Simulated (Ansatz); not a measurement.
## Neighbourhoods of single atoms in glassy CaAl2Si2O8 (117 atoms)

Density of this cell: 2.71 g/cm³. The cell holds 117 atoms: 18 Al, 9 Ca, 72 O and 18 Si. Cell: a = 11.536 Å, b = 11.536 Å, c = 11.536 Å, α = 90.0°, β = 90.0°, γ = 90.0°. 117 atoms (18 Al, 9 Ca, 72 O, 18 Si) placed at random at 2.71 g/cm³, melted at 4500 K for 20 ps at fixed volume with the Morse and Coulomb pair potential with partial charges (Pedone, Malavasi, Menziani, Cormack and Segre, J. Phys. Chem. B 110, 11780 (2006)). Quenched from 4500 K to 300 K at 20 K/ps and fixed volume, held 5 ps. The density is a measured one.

Method: Kohn-Sham DFT, PBE, PAW (set soft_2), plane waves (Ansatz 0.2.0; cutoff 420 eV, Γ point, fermi-dirac smearing of 0.05 eV), at the geometry as built.

The whole cell was solved; only parts of it are printed.

Local excerpt of 46 atoms (numbers count through the whole input) about O71, which bears the longest force; x, y, z are measured from there.

```tsv
atom	x	y	z	distance (Å)	Löwdin charge (e)	Fx	Fy	Fz (eV/Å)
O71	0.00	0.00	0.00	0.00	-0.99	-3.21	0.90	4.39
Si111	0.85	-0.25	-1.20	1.49	1.67	2.03	-0.37	-2.21
Ca26	-1.09	-1.51	1.23	2.23	1.79	0.77	-0.26	-0.43
O67	0.53	-1.70	-1.81	2.55	-0.88	-0.22	-0.19	-2.02
O94	2.46	-0.12	-0.79	2.59	-0.83	0.78	0.82	-0.14
O47	0.62	0.90	-2.36	2.60	-0.90	0.83	-0.13	-0.44
O91	-0.35	0.41	2.94	2.99	-0.89	0.58	-1.78	-0.78
O49	-2.60	-1.61	-0.52	3.10	-1.00	1.12	2.72	3.43
Al10	-0.37	2.34	-2.50	3.44	1.19	1.04	0.48	-1.28
Al18	-1.14	1.88	2.76	3.53	1.35	-1.06	1.14	2.69
O56	-0.29	-3.52	0.07	3.53	-0.93	-1.39	-0.73	2.47
O28	-0.48	3.14	1.76	3.64	-0.90	-0.69	-0.07	-1.54
Al17	0.70	-3.33	-1.31	3.65	1.33	0.16	-1.04	-0.26
O48	-1.94	2.44	-1.99	3.70	-1.09	-2.26	0.33	1.33
Si104	3.87	-0.17	0.08	3.87	1.73	-0.88	-2.24	-1.55
Ca25	2.57	2.44	-1.67	3.92	1.83	0.30	-0.15	-0.06
O96	3.64	0.08	1.61	3.99	-0.79	0.02	-0.45	0.70
Ca19	-2.24	3.32	0.10	4.01	1.81	0.29	0.81	-0.62
Ca24	-4.02	0.20	0.12	4.02	1.77	-0.67	-0.42	0.53
O93	-2.85	1.78	2.23	4.03	-0.90	1.21	-1.35	-1.22
O90	0.59	3.67	-1.82	4.14	-0.95	0.26	-1.68	0.18
Si107	0.55	-0.30	4.10	4.15	1.74	-0.83	2.71	-1.63
O82	2.06	-0.29	3.64	4.19	-0.80	1.21	-0.70	0.19
O74	2.28	-3.49	-0.50	4.20	-0.86	-0.16	0.29	-0.30
Si110	-3.00	-2.48	-1.70	4.24	1.71	-1.88	0.51	-3.93
O61	-2.45	-1.84	3.10	4.36	-0.93	-0.08	0.28	-0.94
Ca20	-0.39	-1.29	-4.35	4.55	1.80	1.16	-0.74	0.35
Si105	3.40	0.43	3.12	4.64	1.78	0.09	0.67	0.29
O36	-2.57	-2.17	-3.25	4.68	-0.85	2.18	0.96	0.78
O53	-0.01	-1.70	4.40	4.71	-0.85	-0.14	-2.29	0.84
O75	4.38	-1.76	-0.06	4.72	-0.89	0.61	0.87	0.40
O86	3.66	2.93	0.90	4.77	-0.88	-0.23	0.00	-0.86
O60	4.81	1.02	-0.46	4.94	-0.87	1.31	0.42	-0.97
O42	1.85	-3.84	2.54	4.96	-0.83	-1.44	1.40	-2.20
O80	-0.58	2.37	-4.35	4.99	-0.90	-1.12	-0.07	1.07
O72	3.20	2.02	3.26	4.99	-0.81	-0.37	0.09	1.27
Al13	3.80	-2.99	-1.25	5.00	1.36	0.57	0.32	-0.29
Si113	0.34	4.45	2.26	5.00	1.78	-1.33	0.96	-0.06
O63	1.80	4.01	2.46	5.04	-0.77	1.62	-0.62	0.80
Al16	1.90	-4.59	0.90	5.05	1.36	1.75	-0.68	1.63
O34	-2.83	-4.01	-1.58	5.15	-0.80	-0.46	-0.44	0.96
O95	-4.69	-1.16	1.88	5.18	-1.04	-0.57	0.63	-4.51
O54	2.17	-1.54	-4.48	5.21	-1.00	-0.20	4.54	0.35
Al1	-1.13	-5.06	0.67	5.22	1.31	0.93	1.81	-0.49
O76	-1.08	2.40	4.53	5.24	-0.85	-1.20	0.49	-1.26
Si116	3.25	3.36	2.41	5.26	1.76	1.59	1.98	-1.51
```

A closer look about Ca27, one of the 9 Ca atoms: 46 atoms, nearest first, numbered in the order of the input, with positions taken from that point.

```tsv
atom	x	y	z	distance (Å)	Löwdin charge (e)	Fx	Fy	Fz (eV/Å)
Ca27	0.00	0.00	0.00	0.00	1.82	-0.41	0.37	0.53
O68	-1.70	0.83	1.27	2.28	-0.98	0.55	-1.67	-0.62
O29	-0.91	0.40	-2.08	2.30	-0.90	-0.34	-1.72	0.67
O44	1.51	0.65	1.70	2.36	-0.99	0.46	-0.94	0.16
O32	1.13	-1.71	-1.34	2.45	-0.89	-0.69	-0.21	1.46
O88	1.63	2.14	-0.90	2.84	-0.88	0.45	-1.22	0.72
O79	0.43	-2.55	1.24	2.87	-0.89	0.03	-0.20	-1.92
O78	0.14	2.86	1.03	3.04	-0.88	0.63	0.04	0.18
Al11	2.27	1.94	0.81	3.09	1.26	-0.51	0.79	-0.23
Al6	-1.08	2.23	2.10	3.24	1.35	0.45	-0.78	-1.74
Al5	0.76	-3.17	-0.36	3.28	1.35	0.33	0.63	-0.26
Si116	-2.08	-0.67	-2.63	3.42	1.76	1.59	1.98	-1.51
O72	-2.13	-2.01	-1.79	3.43	-0.81	-0.37	0.09	1.27
Al2	-0.69	2.00	-2.76	3.47	1.30	-0.18	0.28	-0.52
Al12	0.49	3.43	-0.53	3.51	1.35	-1.16	1.42	-0.73
Si115	2.02	-1.36	-2.61	3.57	1.69	0.52	1.47	0.42
Al8	1.09	0.44	3.43	3.62	1.30	0.14	0.86	-0.71
Al3	-3.46	0.80	0.84	3.65	1.29	0.01	0.36	-0.76
O59	2.52	0.15	-2.71	3.71	-0.86	0.55	1.38	0.14
O77	-3.11	1.95	-0.55	3.71	-0.85	-0.74	-0.21	-0.07
O69	1.03	-1.26	3.36	3.73	-0.86	1.40	-0.13	1.60
O85	-1.06	3.25	-1.53	3.75	-0.82	0.83	0.34	0.13
Si112	0.20	-2.49	2.83	3.77	1.67	-2.68	0.13	0.23
O92	-0.32	1.45	3.50	3.80	-0.82	0.75	0.36	-0.08
O64	3.72	1.05	0.36	3.88	-0.89	0.16	-0.64	-0.45
Al15	2.38	1.94	-2.51	3.96	1.31	-0.37	-0.62	-1.22
O35	-0.77	-3.81	-0.85	3.98	-0.88	-0.76	-1.09	0.80
O66	-1.43	-2.24	3.06	4.05	-1.04	0.05	-0.37	-0.22
O57	-3.98	-0.96	0.56	4.13	-0.86	1.12	0.70	-0.18
O65	0.87	2.51	-3.32	4.25	-0.97	1.13	0.32	-0.50
Ca21	3.63	-0.36	2.32	4.32	1.85	0.62	0.03	-0.06
Ca23	-2.28	-3.45	1.24	4.32	1.79	-0.47	-0.40	0.47
O63	-3.53	-0.01	-2.59	4.37	-0.77	1.62	-0.62	0.80
O31	1.24	-1.55	-4.00	4.46	-0.90	-0.36	-1.37	-2.56
Si105	-1.93	-3.60	-1.92	4.51	1.78	0.09	0.67	0.29
Si108	-2.73	3.40	-1.17	4.52	1.73	1.16	-3.61	1.59
O86	-1.67	-1.10	-4.14	4.60	-0.88	-0.23	0.00	-0.86
O46	2.73	3.40	1.57	4.63	-0.83	0.45	1.28	0.57
O55	-2.21	3.40	2.41	4.72	-0.84	-0.85	1.67	1.27
O45	1.91	-4.27	-0.86	4.76	-0.87	0.91	2.02	2.26
O52	-3.91	1.19	2.51	4.80	-0.88	-0.13	-0.34	1.48
O30	-1.85	2.05	-3.94	4.82	-0.89	-2.39	0.44	-1.57
O93	3.36	-2.25	-2.81	4.93	-0.90	1.21	-1.35	-1.22
O98	2.46	1.13	4.25	5.03	-0.86	-0.07	-0.79	-0.03
O58	1.45	4.76	-1.08	5.09	-0.85	-0.48	-0.21	0.14
O43	-2.64	4.38	0.07	5.11	-0.79	-0.33	1.94	-0.20
```

The surroundings of O48, whose charge lies farthest from its element's mean, nearest first, numbered as they follow in the input and with coordinates relative to it.

```tsv
atom	x	y	z	distance (Å)	Löwdin charge (e)	Fx	Fy	Fz (eV/Å)
O48	0.00	0.00	0.00	0.00	-1.09	-2.26	0.33	1.33
Al10	1.57	-0.11	-0.51	1.66	1.19	1.04	0.48	-1.28
Ca19	-0.30	0.88	2.09	2.28	1.81	0.29	0.81	-0.62
Ca21	-0.64	1.23	-2.18	2.58	1.85	0.62	0.03	-0.06
O80	1.36	-0.07	-2.36	2.73	-0.90	-1.12	-0.07	1.07
O90	2.54	1.23	0.16	2.82	-0.95	0.26	-1.68	0.18
O47	2.56	-1.54	-0.37	3.02	-0.90	0.83	-0.13	-0.44
O98	-1.81	2.71	-0.26	3.27	-0.86	-0.07	-0.79	-0.03
O73	0.17	3.08	1.36	3.37	-0.90	0.73	-2.07	1.25
O69	-3.23	0.32	-1.14	3.44	-0.86	1.40	-0.13	1.60
Si106	-0.48	3.60	0.01	3.63	1.74	0.05	-1.14	-2.03
O71	1.94	-2.44	1.99	3.70	-0.99	-3.21	0.90	4.39
Ca24	-2.07	-2.24	2.11	3.71	1.77	-0.67	-0.42	0.53
O33	0.44	3.48	-1.32	3.75	-0.85	-1.56	-0.79	0.07
Al8	-3.18	2.02	-1.08	3.92	1.30	0.14	0.86	-0.71
Si111	2.79	-2.69	0.79	3.96	1.67	2.03	-0.37	-2.21
O28	1.46	0.70	3.75	4.09	-0.90	-0.69	-0.07	-1.54
Al14	3.30	2.71	-0.25	4.28	1.30	0.98	-0.15	-0.49
O31	-3.03	0.03	3.04	4.29	-0.90	-0.36	-1.37	-2.56
Si100	1.93	-0.23	-3.86	4.32	1.67	0.86	1.48	-0.40
O49	-0.65	-4.05	1.47	4.36	-1.00	1.12	2.72	3.43
O93	-0.90	-0.67	4.22	4.37	-0.90	1.21	-1.35	-1.22
Si112	-4.07	-0.90	-1.67	4.49	1.67	-2.68	0.13	0.23
O38	-3.71	-2.32	-1.02	4.49	-0.81	1.07	-1.45	0.94
O44	-2.75	2.23	-2.80	4.52	-0.99	0.46	-0.94	0.16
Ca25	4.51	0.00	0.31	4.52	1.83	0.30	-0.15	-0.06
Ca20	1.56	-3.74	-2.36	4.68	1.80	1.16	-0.74	0.35
O52	3.36	2.78	-1.99	4.79	-0.88	-0.13	-0.34	1.48
O62	-4.34	1.78	1.09	4.82	-0.81	2.04	-2.06	0.75
O36	-0.63	-4.61	-1.27	4.82	-0.85	2.18	0.96	0.78
O67	2.48	-4.15	0.17	4.83	-0.88	-0.22	-0.19	-2.02
Al9	1.95	3.90	-2.10	4.84	1.33	1.46	1.24	0.16
Al18	0.81	-0.56	4.75	4.85	1.35	-1.06	1.14	2.69
Al7	-4.43	0.28	2.00	4.87	1.30	-0.44	0.28	1.90
O89	2.50	4.19	-0.07	4.88	-0.87	-0.54	1.65	-0.29
Al1	0.81	4.04	2.66	4.90	1.31	0.93	1.81	-0.49
O64	-0.55	2.63	-4.15	4.94	-0.89	0.16	-0.64	-0.45
Si115	-2.25	0.22	4.42	4.97	1.69	0.52	1.47	0.42
O59	-1.74	1.73	4.32	4.97	-0.86	0.55	1.38	0.14
Si110	-1.06	-4.92	0.29	5.04	1.71	-1.88	0.51	-3.93
O50	2.40	3.23	3.12	5.09	-0.79	-0.40	0.44	-0.62
O76	0.87	-0.04	-5.02	5.09	-0.85	-1.20	0.49	-1.26
O81	2.42	-1.78	-4.14	5.11	-0.86	0.85	-1.71	2.00
O79	-3.83	-0.96	-3.26	5.12	-0.89	0.03	-0.20	-1.92
Ca26	0.86	-3.95	3.22	5.17	1.79	0.77	-0.26	-0.43
O57	3.29	0.62	-3.94	5.17	-0.86	1.12	0.70	-0.18
```

A closer look about O72, picked at random: 34 atoms, nearest first, numbered in the order of the input, with positions taken from that point.

```tsv
atom	x	y	z	distance (Å)	Löwdin charge (e)	Fx	Fy	Fz (eV/Å)
O72	0.00	0.00	0.00	0.00	-0.81	-0.37	0.09	1.27
Si116	0.05	1.34	-0.85	1.58	1.76	1.59	1.98	-1.51
Si105	0.20	-1.59	-0.14	1.61	1.78	0.09	0.67	0.29
O35	1.36	-1.80	0.94	2.45	-0.88	-0.76	-1.09	0.80
O63	-1.40	1.99	-0.80	2.56	-0.77	1.62	-0.62	0.80
O86	0.46	0.91	-2.36	2.57	-0.88	-0.23	0.00	-0.86
O96	0.45	-1.94	-1.65	2.59	-0.79	0.02	-0.45	0.70
O82	-1.14	-2.31	0.38	2.60	-0.80	1.21	-0.70	0.19
O29	1.22	2.41	-0.29	2.72	-0.90	-0.34	-1.72	0.67
O57	-1.85	1.04	2.35	3.17	-0.86	1.12	0.70	-0.18
O32	3.26	0.30	0.44	3.30	-0.89	-0.69	-0.21	1.46
Ca23	-0.15	-1.45	3.03	3.36	1.79	-0.47	-0.40	0.47
Al5	2.89	-1.16	1.42	3.43	1.35	0.33	0.63	-0.26
Ca27	2.13	2.01	1.79	3.43	1.82	-0.41	0.37	0.53
Si107	-2.65	-2.32	0.84	3.63	1.74	-0.83	2.71	-1.63
O81	-2.72	-1.36	2.15	3.72	-0.86	0.85	-1.71	2.00
Al7	1.96	0.70	-3.25	3.86	1.30	-0.44	0.28	1.90
Si113	-2.85	2.43	-1.00	3.88	1.78	-1.33	0.96	-0.06
O91	-3.55	-1.61	-0.32	3.91	-0.89	0.58	-1.78	-0.78
Si104	0.67	-2.19	-3.18	3.92	1.73	-0.88	-2.24	-1.55
O79	2.56	-0.54	3.03	4.00	-0.89	0.03	-0.20	-1.92
Si100	-3.21	0.19	2.43	4.03	1.67	0.86	1.48	-0.40
O31	3.37	0.46	-2.21	4.05	-0.90	-0.36	-1.37	-2.56
Al3	-1.33	2.81	2.63	4.07	1.29	0.01	0.36	-0.76
O28	-3.68	1.12	-1.50	4.13	-0.90	-0.69	-0.07	-1.54
O60	1.62	-1.00	-3.72	4.17	-0.87	1.31	0.42	-0.97
O68	0.43	2.84	3.06	4.19	-0.98	0.55	-1.67	-0.62
O77	-0.98	3.95	1.23	4.26	-0.85	-0.74	-0.21	-0.07
Si115	4.15	0.64	-0.82	4.28	1.69	0.52	1.47	0.42
Al18	-4.33	-0.14	-0.50	4.36	1.35	-1.06	1.14	2.69
Al2	1.44	4.00	-0.97	4.37	1.30	-0.18	0.28	-0.52
O76	-4.28	0.38	1.27	4.48	-0.85	-1.20	0.49	-1.26
O30	0.28	4.06	-2.16	4.61	-0.89	-2.39	0.44	-1.57
O94	-0.74	-2.15	-4.05	4.64	-0.83	0.78	0.82	-0.14
```

Length of the force by element:

```tsv
element	coordination	atoms	mean length of the force (eV/Å)	spread	least	most
Al	all	18	1.49	0.675	0.617	3.11
Ca	all	9	0.876	0.286	0.335	1.42
O	all	72	1.77	1.00	0.434	5.51
Si	all	18	2.72	0.970	0.733	4.38
```

Löwdin charges by element (they lack the spilled electrons, 0.067 e an atom on average):

```tsv
element	coordination	atoms	mean charge (e)	spread	least	most
Al	all	18	1.32	0.0396	1.19	1.36
Ca	all	9	1.81	0.0212	1.77	1.85
O	all	72	-0.877	0.0646	-1.09	-0.772
Si	all	18	1.72	0.0343	1.67	1.78
```

The quench rate of 20 K/ps is many orders above laboratory rates, so the cell is likely richer in defects and strain than a real sample. The force components of 1.2 eV/Å r.m.s. hold both thermal displacement and the mismatch between the potential that made the cell and DFT. The network of bonds at the start is that of the classical potential that made the cell, and needn't be the one that DFT or experiment would give. Only the Γ point is sampled, in a cell whose shortest periodic width is 12 Å. The Löwdin charges lack the electrons that the projection spills, 0.067 e an atom on average.

[Logs are printed without paths, hosts, clocks, repeated set-up lines and the standing remarks that a program may print on its own settings, such as how far it seeks lower states.]

[Hosts, paths, dates, database ids (printed as entryN), source tags and the programs' standing remarks are cut or masked in the printed files.]
